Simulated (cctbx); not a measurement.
# Resonant diffraction in Li3GaSi2O7

Space group P1 (no. 1), a = 4.7070 Å, b = 5.3471 Å, c = 6.5930 Å, α = 79.67°, β = 89.35°, γ = 65.27°.

| atom | mult. | x | y | z | Ueq (Å²) |
| --- | --- | --- | --- | --- | --- |
| Ga1 | 1 | 0.0123 | 0.9927 | 0.0191 | 0.0113 |
| Si1 | 1 | 0.4061 | 0.1617 | 0.2833 | 0.0109 |
| Si2 | 1 | 0.5742 | 0.8386 | 0.7142 | 0.0133 |
| O1 | 1 | 0.6032 | 0.2444 | 0.1120 | 0.0188 |
| O2 | 1 | 0.6568 | 0.0053 | 0.5065 | 0.0116 |
| O3 | 1 | 0.0693 | 0.4084 | 0.3254 | 0.0136 |
| O4 | 1 | 0.2286 | 0.0848 | 0.7796 | 0.0161 |
| O5 | 1 | 0.8702 | 0.7720 | 0.8850 | 0.0092 |
| O6 | 1 | 0.5665 | 0.5571 | 0.6976 | 0.0152 |
| O7 | 1 | 0.3421 | 0.9188 | 0.2042 | 0.0082 |
| Li1 | 1 | 0.2776 | 0.4316 | 0.8374 | 0.0247 |
| Li2 | 1 | 0.8751 | 0.2924 | 0.5481 | 0.0205 |
| Li3 | 1 | 0.6993 | 0.5714 | 0.1538 | 0.0194 |

This is a model crystal, built by substitution and not relaxed, with assumed displacement parameters.

Calculated with cctbx: free-atom f′ and f″ from the Sasaki tables, no fine structure; amplitudes in electrons.

How do |F(hkl)| and |F(−h−k−l)| change across the Ga K edge?

```text
E (eV)    f'(Ga)   f''           |F|0 1 2        |F|1 2 1        |F|1 0 1        |F|1 1 0
   9767   -2.53   0.55       21.6/  21.5     55.8/  54.9     16.3/  16.1      7.6/   7.3
  10117   -3.36   0.51       20.8/  20.7     55.1/  54.2     15.5/  15.3      8.0/   7.8
  10247   -4.08   0.50       20.1/  20.0     54.5/  53.6     14.8/  14.7      8.5/   8.3
  10307   -4.78   0.49       19.4/  19.3     53.9/  53.1     14.2/  14.0      9.0/   8.7
  10337   -5.49   0.49       18.8/  18.7     53.4/  52.5     13.5/  13.3      9.5/   9.3
  10352   -6.20   0.49       18.1/  18.0     52.8/  51.9     12.9/  12.7     10.0/   9.8
  10359   -6.83   0.49       17.5/  17.4     52.3/  51.4     12.3/  12.1     10.5/  10.3
  10363   -7.49   0.49       16.8/  16.7     51.8/  50.9     11.7/  11.5     11.0/  10.8
  10371   -7.90   3.89       17.4/  16.2     53.5/  48.8     13.1/  10.4     13.5/   9.8
  10375   -7.03   3.89       18.2/  17.0     54.1/  49.5     13.7/  11.2     12.9/   8.9
  10382   -6.29   3.88       18.9/  17.8     54.7/  50.1     14.3/  12.0     12.4/   8.2
  10397   -5.49   3.87       19.6/  18.5     55.3/  50.8     15.0/  12.8     11.9/   7.5
  10427   -4.70   3.85       20.3/  19.3     55.9/  51.5     15.6/  13.5     11.5/   6.8
  10517   -3.67   3.78       21.2/  20.3     56.6/  52.4     16.5/  14.5     10.9/   5.9
  10767   -2.52   3.60       22.3/  21.4     57.4/  53.4     17.4/  15.7     10.2/   5.0
```

The edge is at 10367 eV. f′ of Ga falls from -4.1 e at 10247 eV to -7.5 e at 4 eV below it, and f″ steps from 0.49 to 3.89 e across it. Over that approach |F| changes by -16 % (0 1 2), -5 % (1 2 1), -21 % (1 0 1) and +29 % (1 1 0): a reflection falls where Ga scatters in phase with the total and rises where it scatters against it; it hardly moves where the Ga term is small or cancels by symmetry or lies in quadrature to the total. The f″ term interferes with the normal scattering with opposite sign for the two Friedel mates. The largest Friedel difference in the scan is 68.4 % of the mean (1 1 0, at 10767 eV).

[Logs are printed without paths, hosts, clocks, repeated set-up lines and the standing remarks that a program may print on its own settings, such as how far it seeks lower states.]
